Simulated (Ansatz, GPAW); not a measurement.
# Polarising 2H-MoOSe monolayer with a field along the normal

The dipole of the cell at several fields, atoms fixed. What does the strongest field give, and what length does the slope stand for?

**Method.** GPAW 26.7.0, plane waves (500 eV), PAW setups, PBE, 12×12 mesh, a dipole layer in the vacuum; geometry relaxed without an applied field with Ansatz 0.2.0. The cell's area is 8.15 Å², and e/ε0 = 180.95 V Å.

What came out, but for one run:

| field (V/Å) | dipole (e Å) |
| --- | --- |
| −0.2 | −0.1448 |
| −0.1 | −0.1244 |
| −0.05 | −0.1142 |
| 0.05 | −0.0937 |
| 0.1 | −0.0835 |
| 0.2 | −0.0629 |
| 0.3 | ? |

To predict: What is the dipole at 0.3 V/Å?

A: A line through the 6 points has the slope α = 0.205 e Å per V/Å and the intercept p₀ = −0.1039 e Å (r.m.s. residual 5.0e−05). At 0.3 V/Å it gives p = −0.1039 + 0.205 × 0.3 = −0.0425 e Å; the run gives −0.0424 e Å, so the response stays linear to 0.2 % of the induced part. Dividing by ε0 and the area: α/(ε0 A) = 0.205 × 180.95 / 8.15 = 4.55 Å, against 2.88 Å between the outer nuclei. For a gapped layer this length is t(1 − 1/ε), so it fixes ε only once a thickness t is chosen.

Caveats: This is the electronic response alone; ions that move would add to it in polar layers. No run was spin-polarised, so magnetic states weren't tested.
